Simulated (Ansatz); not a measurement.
# A convergence test on YCrB4 (Pbam): k mesh of the density

Wanted: the cheapest k mesh of the density that holds the LDA gap of YCrB4 (Pbam).

Calculated with Ansatz 0.2.0; DFT, LDA, plane waves, PAW.

## Step 1: The structure

The structure is orthorhombic, space group Pbam (No. 55). Conventional cell: a = 5.972 Å, b = 11.460 Å, c = 3.461 Å, α = 90.00°, β = 90.00°, γ = 90.00°. Nearest to Y lie 14 B at 2.62 to 2.76 Å. Nearest to Cr lie 10 B at 2.25 to 2.33 Å and 1 Cr at 2.30 Å. Nearest to B lie 3 B at 1.80 to 1.86 Å and 2 Cr at 2.31 Å and 4 Y at 2.72 to 2.74 Å. B has 3 B at 1.74 to 1.86 Å and 2 Cr at 2.33 Å and 4 Y at 2.66 to 2.76 Å nearest. Nearest to B lie 3 B at 1.71 to 1.74 Å and 4 Cr at 2.25 Å and 2 Y at 2.62 Å. Nearest to B lie 3 B at 1.74 to 1.82 Å and 2 Cr at 2.31 Å and 4 Y at 2.70 to 2.72 Å. Farther neighbours are not listed.

Geometry: measured cell, ions relaxed with LDA. The runs that relaxed it are not among those shown. The default PAW set here is soft_2. Its files were made with PBE.

## Step 2: k mesh of the density: 2×1×2

The input, input.yaml:

```yaml
crystal:
  lattice:
    - [5.972, 0.0, 0.0]
    - [0.0, 11.46, 0.0]
    - [0.0, 0.0, 3.461]
  atoms:
    - { symbol: "Y", position: [0.1241200582, 0.1503666462, 0.0] }
    - { symbol: "Y", position: [0.8758799418, 0.8496333538, 0.0] }
    - { symbol: "Y", position: [0.6241200582, 0.3496333538, 0.0] }
    - { symbol: "Y", position: [0.3758799418, 0.6503666462, 0.0] }
    - { symbol: Cr, position: [0.1201299701, 0.4217788391, 0.0] }
    - { symbol: Cr, position: [0.8798700299, 0.5782211609, 0.0] }
    - { symbol: Cr, position: [0.6201299701, 0.0782211609, 0.0] }
    - { symbol: Cr, position: [0.3798700299, 0.9217788391, 0.0] }
    - { symbol: B, position: [0.2788787008, 0.3166664432, 0.5] }
    - { symbol: B, position: [0.7211212992, 0.6833335568, 0.5] }
    - { symbol: B, position: [0.7788787008, 0.1833335568, 0.5] }
    - { symbol: B, position: [0.2211212992, 0.8166664432, 0.5] }
    - { symbol: B, position: [0.4755978654, 0.19122572, 0.5] }
    - { symbol: B, position: [0.5244021346, 0.80877428, 0.5] }
    - { symbol: B, position: [0.9755978654, 0.30877428, 0.5] }
    - { symbol: B, position: [0.0244021346, 0.69122572, 0.5] }
    - { symbol: B, position: [0.3876900757, 0.0465439879, 0.5] }
    - { symbol: B, position: [0.6123099243, 0.9534560121, 0.5] }
    - { symbol: B, position: [0.8876900757, 0.4534560121, 0.5] }
    - { symbol: B, position: [0.1123099243, 0.5465439879, 0.5] }
    - { symbol: B, position: [0.3611603249, 0.4674623973, 0.5] }
    - { symbol: B, position: [0.6388396751, 0.5325376027, 0.5] }
    - { symbol: B, position: [0.8611603249, 0.0325376027, 0.5] }
    - { symbol: B, position: [0.1388396751, 0.9674623973, 0.5] }
kpoints:
  mp_grid: { grid: [2, 1, 2] }
  band_path:
    path:
      - [0.0, 0.0, 0.0]
      - [0.5, 0.0, 0.0]
      - [0.5, 0.5, 0.0]
      - [0.0, 0.5, 0.0]
      - [0.0, 0.0, 0.5]
      - [0.5, 0.0, 0.5]
      - [0.5, 0.5, 0.5]
      - [0.0, 0.5, 0.5]
      - [0.25, 0.0, 0.0]
      - [0.0, 0.0, 0.3333333333]
    npoints: 1
hamiltonian:
  xc: lda
scf:
  occupations: { method: fixed }
  n_extra_bands: 12
output:
  eigenvalues: true
```

Launch:

```
ansatz run input.yaml --threads 24 --pin off --max-ram 82944MiB --backend cuda --events-out ev --progress --plain --runs-dir out --devices 1 --max-vram 78GiB
```

Numbers of over 12 decimals in the logs are rounded to 6 here.

What it wrote:

```text
scf.n_extra_bands = 12 over 74 filled bands (N_el = 148.0): the run solves 86 bands
GPUs: using 1 of 1 available (devices: 1).
Engine: ansatz 0.2.0, aarch64-unknown-linux-gnu
Pseudopotentials: kind: paw
Pseudopotential: Y, paw, valence charge 11, recommended cutoff 420 eV (normal), Y.paw.azcp
Pseudopotential: Cr, paw, valence charge 14, recommended cutoff 420 eV (normal), Cr.paw.azcp
Pseudopotential: B, paw, valence charge 3, recommended cutoff 420 eV (normal), B.paw.azcp
Functional definition: SPW92
  exchange = slater_x
  correlation = pw_c
device memory: the entry about to start is reckoned to put 7.4 GiB on a device that reports 182.5 GiB free (of which the cap on the GPU budget leaves the run 78.0 GiB)
GPU FFT provider: cuFFT
GPU libraries: cuBLAS 13.8.1, cuFFT 12.4.0, cuSOLVER 12.3.2
GPU matrix products: emulated (plane waves: as basis.precision tells), large ones in fixed point in workspaces of 1.00 GiB
Crystal: 24 atoms, lattice volume = 236.868 Å³
Basis set: ecut = 420 eV, 4603 PW (Γ)
Bands: 86, of which v1, the nominal top of the filled ones, is band 74 counted from 1 (73 counted from 0)
Symmetry: 8 space group operations
Space group: Pbam (ITA 55), of the structure as read, at distance tolerance 6.2e-5 Å
k-points: 4
Non-local potential: Y, projectors of the file, l = 0: 3, l = 1: 2, l = 2: 2, l = 3: 1
Non-local potential: Cr, projectors of the file, l = 0: 3, l = 1: 2, l = 2: 3, l = 3: 1
Non-local potential: B, projectors of the file, l = 0: 2, l = 1: 2, l = 2: 1
PAW form: soft (Blöchl's): semilocal exchange-correlation on the pseudo side does not see the compensation charge
PAW frozen core: Y, regenerated for the run's functional, and the local potential with it (the file was generated under x = pbe(κ = 0.804, μ = 0.219515), c = pbe(β = 0.066725))
PAW frozen core: Cr, regenerated for the run's functional, and the local potential with it (the file was generated under x = pbe(κ = 0.804, μ = 0.219515), c = pbe(β = 0.066725))
PAW frozen core: B, regenerated for the run's functional, and the local potential with it (the file was generated under x = pbe(κ = 0.804, μ = 0.219515), c = pbe(β = 0.066725))
PAW one-centre angular grid: Y, 590 points (default); XC on 64 Gauss nodes
PAW one-centre angular grid: Cr, 590 points (default); XC on 64 Gauss nodes
PAW one-centre angular grid: B, 110 points (default); XC on 64 Gauss nodes
Initial density: superposition of atomic densities (neutral atoms: chi_scale 0, normalization atom), corrected by the library's trained network
Initial wavefunctions: pseudopotential atomic-orbital guess
GPU buffer pool allocated for 76800 grid points (all kernels)
GPU transforms: local potential and band sums: pruned to the plane-wave sphere, on 40×80×24
Functional: x = slater, c = lda
SCF iter   1: F=—  HF=-30687.353827 eV  |F-HF|=—  |Δ(HF+E_count)|=         —  Δρ=1.01e-2  dr2=2.34e-1  ethr=1.77e-3  ⟨swp⟩=3.0  Hψ=1165  notcnv=0  defer=26
preconditioner: auto → Resta (q_TF=auto, 2.523 Å⁻¹)  ε∞=7.7  [insulator: Δε(μ)=0.391 eV  Ē_g=9.653 eV  n_scr=70 (ndim 8)  ℏωp=25.1 eV  f_vac=0.000  ε∞_Penn≈7.7]
SCF iter   2: F=—  HF=-30687.307103 eV  |F-HF|=—  |Δ(HF+E_count)|=   4.67e-2  Δρ=7.20e-3  dr2=1.08e-1  ethr=1.58e-4  ⟨swp⟩=2.0  Hψ=435  notcnv=0  defer=40
SCF iter   3: F=—  HF=-30687.309662 eV  |F-HF|=—  |Δ(HF+E_count)|=   2.56e-3  Δρ=8.58e-3  dr2=2.46e-1  ethr=7.30e-5  ⟨swp⟩=2.8  Hψ=620  notcnv=0  defer=39  recentre
SCF iter   4: F=—  HF=-30687.285560 eV  |F-HF|=—  |Δ(HF+E_count)|=   2.41e-2  Δρ=2.30e-3  dr2=1.20e-2  ethr=7.30e-5  ⟨swp⟩=2.2  Hψ=459  notcnv=0  defer=39
SCF iter   5: F=—  HF=-30687.282139 eV  |F-HF|=—  |Δ(HF+E_count)|=   3.42e-3  Δρ=2.61e-4  dr2=1.25e-4  ethr=8.13e-6  ⟨swp⟩=2.0  Hψ=482  notcnv=0  defer=40
SCF iter   6: F=—  HF=-30687.281385 eV  |F-HF|=—  |Δ(HF+E_count)|=   7.55e-4  Δρ=7.42e-5  dr2=9.26e-6  ethr=8.47e-8  ⟨swp⟩=2.0  Hψ=533  notcnv=0  defer=26
SCF iter   7: F=—  HF=-30687.282403 eV  |F-HF|=—  |Δ(HF+E_count)|=   1.02e-3  Δρ=2.64e-5  dr2=2.08e-6  ethr=6.26e-9  ⟨swp⟩=2.8  Hψ=593  notcnv=0  defer=21
SCF iter   8: F=-30687.282403 eV  HF=-30687.282403 eV  |F-HF|=7.55e-8  |Δ(HF+E_count)|=   1.96e-7  Δρ=5.52e-6  dr2=8.92e-8  ethr=6.76e-11  ⟨swp⟩=8.2  Hψ=1117  notcnv=0
SCF 1 converged in 8 iterations: F = -30687.282403 eV  dr2 = 8.92e-8
[...]
device memory: the entry about to start is reckoned to put 10.9 GiB on a device that reports 182.5 GiB free (of which the cap on the GPU budget leaves the run 78.0 GiB)
NSCF: frozen V_eff on 10 k-points
SCF converged after 8 iterations
Free energy (F): -30687.282403 eV
Harris-Foulkes:  -30687.282403 eV  (|F-HF|=7.55e-8)
Internal energy: -30687.282403 eV  (E = F + TS)
E sigma→0 (E₀):  -30687.282403 eV
Fermi energy:    13.348393 eV
--- Per-component energies (eV) ---
  E_band       = -820.902572
  E_kinetic    = 3397.760535
  E_local      = -9476.643093  (includes V_loc(G=0)·N_el)
  E_nonlocal   = 732.733375
  E_hartree    = 3947.723601
  E_xc         = -1769.959525
  E_vxc        = -2136.604655  (∫ρ·V_xc dr)
  E_paw        = -16620.326974  (= ΣΔE_a)
  E_vpaw       = -1233.627716  (= ΣTr[D̂ρ^β])
  E_aug_tail   = 0.001370  (compensation charges beyond the density's cutoff)
  E_ewald      = -10902.083883
  E_core_change = 3.512191  (= ΣΔE_core)
  E_smearing   = -0.000000  (= −TS)
  E_closure    = -0.000000  (closes the sum)
  Σ components = -30687.282403   (vs F -30687.282403, Δ=0.00e0)
--- Band table (eV) ---
  k-point 0: bands = [... 70 lower, 12.3878, 12.9766, 13.1720, 13.1859, 14.3425, 14.3565, 14.6470, 14.7176, ... 8 higher]
  k-point 1: bands = [... 70 lower, 12.6733, 12.9030, 12.9639, 12.9808, 13.6870, 13.6949, 13.7194, 13.8213, ... 8 higher]
  k-point 2: bands = [... 70 lower, 12.8794, 12.8794, 13.3484, 13.3484, 13.7610, 13.7610, 14.3282, 14.3282, ... 8 higher]
  k-point 3: bands = [... 70 lower, 12.2183, 12.2183, 12.9759, 12.9759, 13.7222, 13.7222, 14.5757, 14.5757, ... 8 higher]
```

Elapsed: 1.4 s, on 1 × NVIDIA GB200 (shared by 2 runs) with 24 threads of Arm Neoverse V2, shared host; peak memory 1.1 GiB; 2.4 s of CPU time.

Numbers from this step:

| Property | Result |
| --- | --- |
| gap | 0.1741 eV |
| valence top at | k = (0.250, 0.000, 0.000) |
| conduction bottom at | k = (0.000, 0.000, 0.333) |
| least direct gap | 0.2583 eV |

The gap is indirect, with the least direct gap 0.08 eV higher.

## Step 3: k mesh of the density: 2×2×4

input.yaml, as its differences from that of step 2:

```diff
@@ -31,3 +31,3 @@
 kpoints:
-  mp_grid: { grid: [2, 1, 2] }
+  mp_grid: { grid: [2, 2, 4] }
   band_path:
```

What it wrote:

```text
[...]
GPUs: using 1 of 1 available (devices: 1).
[...]
GPU FFT provider: cuFFT
GPU libraries: cuBLAS 13.8.1, cuFFT 12.4.0, cuSOLVER 12.3.2
[...]
Crystal: 24 atoms, lattice volume = 236.868 Å³
Basis set: ecut = 420 eV, 4603 PW (Γ)
Bands: 86, of which v1, the nominal top of the filled ones, is band 74 counted from 1 (73 counted from 0)
[... 1 set-up line as in the run before ...]
[...]
--- Band table (eV; the first three rows and the last of 12) ---
  k-point 0: bands = [... 70 lower, 12.4055, 12.9703, 13.1771, 13.1951, 14.3467, 14.3716, 14.6564, 14.7348, ... 8 higher]
  k-point 1: bands = [... 70 lower, 12.4069, 13.0011, 13.0730, 13.1665, 13.6652, 14.1549, 14.2902, 14.5122, ... 8 higher]
  k-point 2: bands = [... 70 lower, 12.6670, 12.9140, 12.9808, 13.0099, 13.6866, 13.7089, 13.7298, 13.8277, ... 8 higher]
  k-point 11: bands = [... 70 lower, 12.0509, 12.0509, 13.0072, 13.0072, 13.7400, 13.7400, 14.6287, 14.6287, ... 8 higher]
[key lines of the parts left out:]
SCF converged after 8 iterations
Free energy (F): -30687.602030 eV
Fermi energy:    13.374559 eV
```

It took 1.2 s on 1 × NVIDIA GB200 (shared by 2 runs) with 24 threads; peak memory 1.1 GiB; 3.4 s of CPU time.

This step gave:

```yaml
gap: 0.1697 eV
valence_top_at: k = (0.250, 0.000, 0.000)
conduction_bottom_at: k = (0.000, 0.000, 0.333)
least_direct_gap: 0.2426 eV
```

The gap is 0.170 eV, −0.004 eV from the run before at this level.

## Step 4: k mesh of the density: 4×2×6 (the default)

input.yaml, as its differences from that of step 3:

```diff
@@ -31,16 +31,10 @@
 kpoints:
-  mp_grid: { grid: [2, 2, 4] }
+  mp_grid: { grid: [4, 2, 6] }
   band_path:
     path:
-      - [0.0, 0.0, 0.0]
-      - [0.5, 0.0, 0.0]
-      - [0.5, 0.5, 0.0]
-      - [0.0, 0.5, 0.0]
-      - [0.0, 0.0, 0.5]
-      - [0.5, 0.0, 0.5]
-      - [0.5, 0.5, 0.5]
-      - [0.0, 0.5, 0.5]
-      - [0.25, 0.0, 0.0]
-      - [0.0, 0.0, 0.3333333333]
-    npoints: 1
+      - [[0.0, 0.0, 0.0], [0.5, 0.0, 0.0], [0.5, 0.5, 0.0], [0.0, 0.5, 0.0], [0.0, 0.0, 0.0], [0.0, 0.0, 0.5], [0.5, 0.0, 0.5], [0.5, 0.5, 0.5], [0.0, 0.5, 0.5], [0.0, 0.0, 0.5]]
+      - [[0.5, 0.0, 0.0], [0.5, 0.0, 0.5]]
+      - [[0.0, 0.5, 0.0], [0.0, 0.5, 0.5]]
+      - [[0.5, 0.5, 0.0], [0.5, 0.5, 0.5]]
+    npoints: 10
 hamiltonian:
@@ -48,3 +42,3 @@
 scf:
-  occupations: { method: fixed }
+  occupations: { method: fermi_dirac, width: 0.02 }
   n_extra_bands: 12
```

What it wrote:

```text
[...]
GPUs: using 1 of 1 available (devices: 1).
[...]
GPU FFT provider: cuFFT
GPU libraries: cuBLAS 13.8.1, cuFFT 12.4.0, cuSOLVER 12.3.2
[...]
Crystal: 24 atoms, lattice volume = 236.868 Å³
Basis set: ecut = 420 eV, 4603 PW (Γ)
Bands: 86, of which v1, the nominal top of the filled ones, is band 74 counted from 1 (73 counted from 0)
[... 1 set-up line as in the run before ...]
[...]
--- Band table (eV; the first three rows and the last of 24) ---
  k-point 0: bands = [... 70 lower, 12.4133, 12.9805, 13.1838, 13.2068, 14.3577, 14.3862, 14.6713, 14.7388, ... 8 higher]
  k-point 1: bands = [... 70 lower, 12.5512, 13.0331, 13.1013, 13.1922, 13.8435, 14.2220, 14.3545, 14.4124, ... 8 higher]
  k-point 2: bands = [... 70 lower, 12.4476, 12.9900, 13.0237, 13.1175, 13.6452, 13.9132, 14.1398, 14.2387, ... 8 higher]
  k-point 23: bands = [... 70 lower, 12.0632, 12.0632, 13.0195, 13.0195, 13.7529, 13.7529, 14.6456, 14.6456, ... 8 higher]
[key lines of the parts left out:]
SCF converged after 7 iterations
Free energy (F): -30687.633563 eV
Fermi energy:    13.558329 eV
```

Wall time 2.1 s (1 × NVIDIA GB200 (shared by 2 runs) with 24 threads); peak memory 1.1 GiB.

Numbers from this step:

```yaml
gap: 0.1705 eV
valence_top_at: k = (0.250, 0.000, 0.000)
conduction_bottom_at: k = (0.000, 0.000, 0.333)
least_direct_gap: 0.2356 eV
```

The gap is 0.170 eV, +0.001 eV from the run before at this level.

## Step 5: k mesh of the density: 6×4×10

input.yaml, as its differences from that of step 4:

```diff
@@ -31,10 +31,16 @@
 kpoints:
-  mp_grid: { grid: [4, 2, 6] }
+  mp_grid: { grid: [6, 4, 10] }
   band_path:
     path:
-      - [[0.0, 0.0, 0.0], [0.5, 0.0, 0.0], [0.5, 0.5, 0.0], [0.0, 0.5, 0.0], [0.0, 0.0, 0.0], [0.0, 0.0, 0.5], [0.5, 0.0, 0.5], [0.5, 0.5, 0.5], [0.0, 0.5, 0.5], [0.0, 0.0, 0.5]]
-      - [[0.5, 0.0, 0.0], [0.5, 0.0, 0.5]]
-      - [[0.0, 0.5, 0.0], [0.0, 0.5, 0.5]]
-      - [[0.5, 0.5, 0.0], [0.5, 0.5, 0.5]]
-    npoints: 10
+      - [0.0, 0.0, 0.0]
+      - [0.5, 0.0, 0.0]
+      - [0.5, 0.5, 0.0]
+      - [0.0, 0.5, 0.0]
+      - [0.0, 0.0, 0.5]
+      - [0.5, 0.0, 0.5]
+      - [0.5, 0.5, 0.5]
+      - [0.0, 0.5, 0.5]
+      - [0.25, 0.0, 0.0]
+      - [0.0, 0.0, 0.3333333333]
+    npoints: 1
 hamiltonian:
@@ -42,3 +48,3 @@
 scf:
-  occupations: { method: fermi_dirac, width: 0.02 }
+  occupations: { method: fixed }
   n_extra_bands: 12
```

What it wrote:

```text
[...]
GPUs: using 1 of 1 available (devices: 1).
[...]
GPU FFT provider: cuFFT
GPU libraries: cuBLAS 13.8.1, cuFFT 12.4.0, cuSOLVER 12.3.2
[...]
Crystal: 24 atoms, lattice volume = 236.868 Å³
Basis set: ecut = 420 eV, 4603 PW (Γ)
Bands: 86, of which v1, the nominal top of the filled ones, is band 74 counted from 1 (73 counted from 0)
[... 1 set-up line as in the run before ...]
[...]
--- Band table (eV; the first three rows and the last of 72) ---
  k-point 0: bands = [... 70 lower, 12.4108, 12.9778, 13.1823, 13.2036, 14.3553, 14.3826, 14.6686, 14.7382, ... 8 higher]
  k-point 1: bands = [... 70 lower, 12.5504, 13.0315, 13.0997, 13.1790, 14.1701, 14.1982, 14.3646, 14.5372, ... 8 higher]
  k-point 2: bands = [... 70 lower, 12.4923, 13.0153, 13.1070, 13.1876, 13.7467, 14.2540, 14.3022, 14.4236, ... 8 higher]
  k-point 71: bands = [... 70 lower, 12.0604, 12.0604, 13.0161, 13.0161, 13.7499, 13.7499, 14.6415, 14.6415, ... 8 higher]
[key lines of the parts left out:]
SCF converged after 9 iterations
Free energy (F): -30687.647491 eV
Fermi energy:    13.400798 eV
```

Wall time 1.8 s (1 × NVIDIA GB200 (shared by 2 runs) with 24 threads); peak memory 1.1 GiB; 5.1 s of CPU time.

This step gave:

```yaml
gap: 0.1724 eV
valence_top_at: k = (0.250, 0.000, 0.000)
conduction_bottom_at: k = (0.000, 0.000, 0.333)
least_direct_gap: 0.2396 eV
```

The gap is 0.172 eV, +0.002 eV from the run before at this level.

## Step 6: The series

Differences are against the last row; a negative gap means that bands overlap, and a run with a band path holds that path's time. Times are wall times on 1 × NVIDIA GB200 (shared by 2 runs) with 24 threads of Arm Neoverse V2, shared host, good to a factor of about two.

| k mesh of the density | gap (eV) | direct gap (eV) | gap error (eV) | energy error (meV/atom) | irreducible k | time |
| --- | --- | --- | --- | --- | --- | --- |
| 2×1×2 | 0.174 | 0.258 | +0.002 | +15.2 | 4 | 1.4 s |
| 2×2×4 | 0.170 | 0.243 | −0.003 | +1.9 | 12 | 1.2 s |
| 4×2×6 | 0.170 | 0.236 | −0.002 | +0.6 | 24 | 2.1 s |
| 6×4×10 | 0.172 | 0.240 | +0.000 | +0.0 | 72 | 1.8 s |

## Step 7: Summary of results

```yaml
2x1x2: 0.174 eV
2x2x4: 0.170 eV
4x2x6: 0.170 eV
6x4x10: 0.172 eV
```

The gap holds to 0.02 eV from 2×1×2 on, the cheapest setting tried. At 2×1×2 the gap is off by +0.002 eV and the energy by +15 meV/atom. The gap is read over the mesh and added points near the edges, so meshes differ mainly through the density and, for a hybrid, the exchange operator. The runs have no spin polarisation. For a closed low-spin shell that is the natural state; where a d or f shell is open it is a constraint, and the gap is then not the crystal's own.

[Paths, hosts, dates, memory and timing lines, banners, echoed tables and standing remarks are left out of the program output.]

[Logs are printed without paths, hosts, clocks, repeated set-up lines and the standing remarks that a program may print on its own settings, such as how far it seeks lower states.]

[Runs of the session that timed out or met a known fault of the program may be left out.]

[Cells called generated may have been cut or substituted from an entry of the Crystallography Open Database or the Materials Project.]

[Hosts, paths, dates, database ids (printed as entryN), source tags and the programs' standing remarks are cut or masked in the printed files.]
